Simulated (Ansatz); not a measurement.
# LiFeF4 (Amm2): how robust is the cRPA U?

Wanted: the sensitivity and cost of U and J for LiFeF4 (Amm2).

Method: constrained RPA on LDA, plane waves, PAW, in Ansatz 0.2.0.

Most raw output is cut from this account.

In doubt: RPA on norm-conserving files with a d shell is listed as unsure (step 10), so the values of those runs are not to be relied on.

## 1. The structure

The structure is orthorhombic, space group Amm2 (No. 38). The conventional cell has a = 3.036 Å, b = 6.355 Å, c = 6.609 Å, α = 90.00°, β = 90.00°, γ = 90.00°. Nearest to Li lie 6 F at 2.04 to 2.17 Å. Nearest to Fe lie 6 F at 1.82 to 1.90 Å. Nearest to F lie 1 Fe at 1.82 Å and 2 Li at 2.04 Å. Nearest to F lie 2 Fe at 1.90 Å and 1 Li at 2.15 Å. Nearest to F lie 2 Fe at 1.90 Å and 1 Li at 2.17 Å. Farther neighbours and most contacts between anions are not listed.

The cell is the Materials Project's (PBE, PBE+U or r2SCAN) relaxed one; the ions were relaxed with LDA. The default PAW set here is soft_2. Its files were made with PBE.

## 2. Base: Fe t2g, bands v3 to v1, 6×4×4 mesh, medium accuracy

Constrained RPA screens the interaction with every transition except those inside the target bands, which a later many-body model would treat itself.

Contents of input.yaml:

```yaml
crystal:
  lattice:
    - [0.0, 2.14672978, -2.14672978]
    - [3.177492, -2.33680022, -2.33680022]
    - [-3.177492, -2.33680022, -2.33680022]
  atoms:
    - { symbol: Li, position: [0.5, 0.9970851538, 0.9970851538] }
    - { symbol: Fe, position: [0.0, 0.495994486, 0.495994486] }
    - { symbol: F, position: [0.0, 0.782564715, 0.2095588265] }
    - { symbol: F, position: [0.5, 0.3231166724, 0.3231166724] }
    - { symbol: F, position: [0.0, 0.2095588265, 0.782564715] }
    - { symbol: F, position: [0.5, 0.6686728063, 0.6686728063] }
kpoints:
  mp_grid: { grid: [12, 8, 8] }
hamiltonian:
  xc: lda
scf:
  occupations: { method: gaussian, width: 0.08 }
  n_extra_bands: 19
  max_iter: 150
output:
  crpa:
    kmesh: [6, 4, 4]
    target_bands: [v3, v1]
    projections: [{ species: Fe, l: d, shell: 3, orbitals: [dxz, dyz, dxy] }]
  local_orbitals:
    kmesh: [12, 8, 8]
    orbitals: [{ species: Fe, l: d, shell: 3, orbitals: [dxz, dyz, dxy] }]
    window: { bands: [v3, v1] }
    seedname: lo
```

Started as:

```bash
> ansatz run input.yaml --threads 4 --pin off --max-ram 9216MiB --backend cpu --events-out ev --progress --plain --runs-dir out
```

Run time: 4.9 min. Hardware: 4 threads of Arm Neoverse V1, shared host; peak memory 0.6 GiB.

This step gave:

```
U                                                 : 4.910 eV
U prime (inter-orbital)                           : 3.757 eV
J                                                 : 0.5272 eV
bare V                                            : 20.57 eV
bare J                                            : 0.7264 eV
stated bound on U                                 : 0.004306 eV
U over bare V                                     : 0.2388
electrons in the window                           : 5.000
head of the constrained inverse dielectric matrix : 0.2988
least eigenvalue of the projection's overlap      : 0.7299
target functions                                  : 3
bands in the sums                                 : 48
r.m.s. miss of the model bands                    : 2.25e-5 eV
width of the target bands                         : 0.7468 eV
weight of the projected orbitals in the window    : 0.8417
```

On the Fe t2g shell, screening brings the on-site interaction from 20.6 eV down to U = 4.91 eV.

## 3. Changed: 4×2×2 mesh

Edit input.yaml of step 2 so:

```diff
@@ -22,9 +22,4 @@
   crpa:
-    kmesh: [6, 4, 4]
+    kmesh: [4, 2, 2]
     target_bands: [v3, v1]
     projections: [{ species: Fe, l: d, shell: 3, orbitals: [dxz, dyz, dxy] }]
-  local_orbitals:
-    kmesh: [12, 8, 8]
-    orbitals: [{ species: Fe, l: d, shell: 3, orbitals: [dxz, dyz, dxy] }]
-    window: { bands: [v3, v1] }
-    seedname: lo
```

The job ended after 33 s (4 threads; peak memory 0.6 GiB).

Numbers from this step:

* U: 5.039 eV
* U prime (inter-orbital): 3.885 eV
* J: 0.5273 eV
* bare V: 20.63 eV
* bare J: 0.7269 eV
* stated bound on U: 0.004639 eV
* U over bare V: 0.2442
* electrons in the window: 5.000
* head of the constrained inverse dielectric matrix: 0.2966
* least eigenvalue of the projection's overlap: 0.7299
* target functions: 3
* bands in the sums: 48
* width of the target bands: 0.7468 eV
* weight of the projected orbitals in the window: 0.8417

On the Fe t2g shell, screening brings the on-site interaction from 20.6 eV down to U = 5.04 eV.

## 4. Changed: 2×2×2 mesh

Edit input.yaml of step 3 so:

```diff
@@ -22,3 +22,3 @@
   crpa:
-    kmesh: [4, 2, 2]
+    kmesh: [2, 2, 2]
     target_bands: [v3, v1]
```

Elapsed: 23 s, on 4 threads; peak memory 0.6 GiB; 87 s of CPU time.

Numbers from this step:

```
U                                                 : 5.415 eV
U prime (inter-orbital)                           : 4.291 eV
J                                                 : 0.5093 eV
bare V                                            : 20.46 eV
bare J                                            : 0.7126 eV
stated bound on U                                 : 0.005569 eV
U over bare V                                     : 0.2646
electrons in the window                           : 5.000
head of the constrained inverse dielectric matrix : 0.3767
least eigenvalue of the projection's overlap      : 0.7299
target functions                                  : 3
bands in the sums                                 : 48
width of the target bands                         : 0.7468 eV
weight of the projected orbitals in the window    : 0.8417
```

On the Fe t2g shell, screening brings the on-site interaction from 20.5 eV down to U = 5.42 eV.

## 5. Changed: smooth pair densities

Edit input.yaml of step 4 so:

```diff
@@ -22,4 +22,5 @@
   crpa:
-    kmesh: [2, 2, 2]
+    kmesh: [6, 4, 4]
     target_bands: [v3, v1]
     projections: [{ species: Fe, l: d, shell: 3, orbitals: [dxz, dyz, dxy] }]
+    pair_densities: pseudo
```

Run time: 4.5 min. Hardware: 4 threads; peak memory 0.57 GiB; 18 min of CPU time.

This step gave:

```
U                                                 : 4.965 eV
U prime (inter-orbital)                           : 3.744 eV
J                                                 : 0.5553 eV
bare V                                            : 20.57 eV
bare J                                            : 0.7264 eV
stated bound on U                                 : 0.002356 eV
U over bare V                                     : 0.2414
electrons in the window                           : 5.000
head of the constrained inverse dielectric matrix : 0.2991
least eigenvalue of the projection's overlap      : 0.7299
target functions                                  : 3
bands in the sums                                 : 48
width of the target bands                         : 0.7468 eV
weight of the projected orbitals in the window    : 0.8417
```

On the Fe t2g shell, screening brings the on-site interaction from 20.6 eV down to U = 4.97 eV.

## 6. Changed: sums over states

Edit input.yaml of step 5 so:

```diff
@@ -25,2 +25,4 @@
     projections: [{ species: Fe, l: d, shell: 3, orbitals: [dxz, dyz, dxy] }]
-    pair_densities: pseudo
+    accuracy: sum_over_states
+    n_empty_bands: 48
+    ecut_chi: 250
```

The job ended after 67 s (4 threads; peak memory 0.61 GiB; 4.2 min of CPU time).

This variant gives U = 4.96 eV against 4.91 eV. It is a finite sum over empty states with no bound on its error and stays out of the table below.

## 7. Changed: more bands than orbitals

Edit input.yaml of step 6 so:

```diff
@@ -23,6 +23,3 @@
     kmesh: [6, 4, 4]
-    target_bands: [v3, v1]
+    target_bands: [v3, c1]
     projections: [{ species: Fe, l: d, shell: 3, orbitals: [dxz, dyz, dxy] }]
-    accuracy: sum_over_states
-    n_empty_bands: 48
-    ecut_chi: 250
```

It took 0.09 s on 4 threads; peak memory 0.083 GiB.

The program refused the input before any cycle.

The program's message: “Error: invalid value for `output.crpa.projections`: 3 orbital(s) selected but the target window spans 4 band(s); name one orbital per band of it”

The fault put into this input: more bands than orbitals.

## 8. Changed: volume -3 %

The cell differs from the one that the last finished run ended in (a 3.036 → 3.005 Å, b 4.585 → 4.538 Å, c 4.585 → 4.538 Å).

Edit input.yaml of step 7 so:

```diff
@@ -2,5 +2,5 @@
   lattice:
-    - [0.0, 2.14672978, -2.14672978]
-    - [3.177492, -2.33680022, -2.33680022]
-    - [-3.177492, -2.33680022, -2.33680022]
+    - [0.0, 2.1250441582, -2.1250441582]
+    - [3.1453939267, -2.3131945635, -2.3131945635]
+    - [-3.1453939267, -2.3131945635, -2.3131945635]
   atoms:
@@ -23,3 +23,8 @@
     kmesh: [6, 4, 4]
-    target_bands: [v3, c1]
+    target_bands: [v3, v1]
     projections: [{ species: Fe, l: d, shell: 3, orbitals: [dxz, dyz, dxy] }]
+  local_orbitals:
+    kmesh: [12, 8, 8]
+    orbitals: [{ species: Fe, l: d, shell: 3, orbitals: [dxz, dyz, dxy] }]
+    window: { bands: [v3, v1] }
+    seedname: lo
```

Run time: 4.6 min. Hardware: 4 threads; peak memory 0.6 GiB.

Numbers from this step:

- U: 5.018 eV
- U prime (inter-orbital): 3.864 eV
- J: 0.5288 eV
- bare V: 20.56 eV
- bare J: 0.7254 eV
- stated bound on U: 0.004362 eV
- U over bare V: 0.2441
- electrons in the window: 5.000
- head of the constrained inverse dielectric matrix: 0.3034
- least eigenvalue of the projection's overlap: 0.7280
- target functions: 3
- bands in the sums: 48
- r.m.s. miss of the model bands: 2.10e-5 eV
- width of the target bands: 0.7909 eV
- weight of the projected orbitals in the window: 0.8393

On the Fe t2g shell, screening brings the on-site interaction from 20.6 eV down to U = 5.02 eV.

## 9. Changed: r2SCAN

This step: constrained RPA on r2SCAN, plane waves, PAW.

Edit input.yaml of step 8 so:

```diff
@@ -2,5 +2,5 @@
   lattice:
-    - [0.0, 2.1250441582, -2.1250441582]
-    - [3.1453939267, -2.3131945635, -2.3131945635]
-    - [-3.1453939267, -2.3131945635, -2.3131945635]
+    - [0.0, 2.14672978, -2.14672978]
+    - [3.177492, -2.33680022, -2.33680022]
+    - [-3.177492, -2.33680022, -2.33680022]
   atoms:
@@ -15,3 +15,3 @@
 hamiltonian:
-  xc: lda
+  xc: r2scan
 scf:
@@ -25,6 +25 @@
     projections: [{ species: Fe, l: d, shell: 3, orbitals: [dxz, dyz, dxy] }]
-  local_orbitals:
-    kmesh: [12, 8, 8]
-    orbitals: [{ species: Fe, l: d, shell: 3, orbitals: [dxz, dyz, dxy] }]
-    window: { bands: [v3, v1] }
-    seedname: lo
```

Elapsed: 7.6 min, on 4 threads; peak memory 0.78 GiB; 30 min of CPU time.

This step gave:

| Item | Value |
| --- | --- |
| U | 6.420 eV |
| U prime (inter-orbital) | 5.204 eV |
| J | 0.5655 eV |
| bare V | 20.93 eV |
| bare J | 0.7452 eV |
| stated bound on U | 0.006945 eV |
| U over bare V | 0.3067 |
| electrons in the window | 5.000 |
| head of the constrained inverse dielectric matrix | 0.3921 |
| least eigenvalue of the projection's overlap | 0.7567 |
| target functions | 3 |
| bands in the sums | 48 |
| width of the target bands | 0.9772 eV |
| weight of the projected orbitals in the window | 0.8337 |

On the Fe t2g shell, screening brings the on-site interaction from 20.9 eV down to U = 6.42 eV.

## 10. Changed: potentials

This step: constrained RPA on LDA, plane waves, norm-conserving pseudopotentials.

Edit input.yaml of step 9 so:

```diff
@@ -15,3 +15,4 @@
 hamiltonian:
-  xc: r2scan
+  xc: lda
+  pseudopotentials: { kind: nc }
 scf:
```

It took 19 min on 4 threads; peak memory 1.4 GiB.

Numbers from this step:

| Quantity | Value |
| --- | --- |
| U | 4.689 eV |
| U prime (inter-orbital) | 3.547 eV |
| J | 0.5194 eV |
| bare V | 20.55 eV |
| bare J | 0.7244 eV |
| stated bound on U | 0.004548 eV |
| U over bare V | 0.2281 |
| electrons in the window | 5.000 |
| head of the constrained inverse dielectric matrix | 0.2833 |
| least eigenvalue of the projection's overlap | 0.7349 |
| target functions | 3 |
| bands in the sums | 48 |
| width of the target bands | 0.7286 eV |
| weight of the projected orbitals in the window | 0.8550 |

On the Fe t2g shell, screening brings the on-site interaction from 20.6 eV down to U = 4.69 eV.

## 11. Side by side

Times are wall times on 4 threads of Arm Neoverse V1, shared host, good to a factor of about two.

```csv
run,bare V (eV),U (eV),J (eV),bound on U (eV),width (eV),time
target window,20.57,4.910,0.527,0.0043,0.75,4.9 min
4×2×2 mesh,20.63,5.039,0.527,0.0046,0.75,33 s
2×2×2 mesh,20.46,5.415,0.509,0.0056,0.75,23 s
smooth pair densities,20.57,4.965,0.555,0.0024,0.75,4.5 min
volume -3 %,20.56,5.018,0.529,0.0044,0.79,4.6 min
r2SCAN,20.93,6.420,0.565,0.0069,0.98,7.6 min
potentials,20.55,4.689,0.519,0.0045,0.73,19 min
```

## 12. Results

* target window: U 4.91 eV, J 0.53 eV
* 4×2×2 mesh: U 5.04 eV, J 0.53 eV
* 2×2×2 mesh: U 5.42 eV, J 0.51 eV
* smooth pair densities: U 4.97 eV, J 0.56 eV
* volume -3 %: U 5.02 eV, J 0.53 eV
* r2SCAN: U 6.42 eV, J 0.57 eV
* potentials: U 4.69 eV, J 0.52 eV

What this shows: 4×2×2 mesh moves U by +0.13 eV at 0.11 times the time. 2×2×2 mesh moves U by +0.51 eV at 0.077 times the time. Smooth pair densities moves U by +0.06 eV. Volume -3 % moves U by +0.11 eV. r2SCAN moves U by +1.51 eV. Potentials moves U by −0.22 eV at 4.0 times the time. The printed bound covers the solver alone, not the mesh, and no denser mesh than the base was run. The parent state is non-magnetic and the interaction static (zero frequency); U depends on the window and the orbitals, so it belongs to this model alone. A model of the t2g bands alone assumes low spin; where the ion is high-spin, as for many Cr, Mn, Fe and Co compounds, the eg bands are needed too.

[Paths, hosts, dates, memory and timing lines, banners, echoed tables and standing remarks are left out of the program output.]

[Logs are printed without paths, hosts, clocks, repeated set-up lines and the standing remarks that a program may print on its own settings, such as how far it seeks lower states.]

[Runs of the session that timed out or met a known fault of the program may be left out.]

[Hosts, paths, dates, database ids (printed as entryN), source tags and the programs' standing remarks are cut or masked in the printed files.]
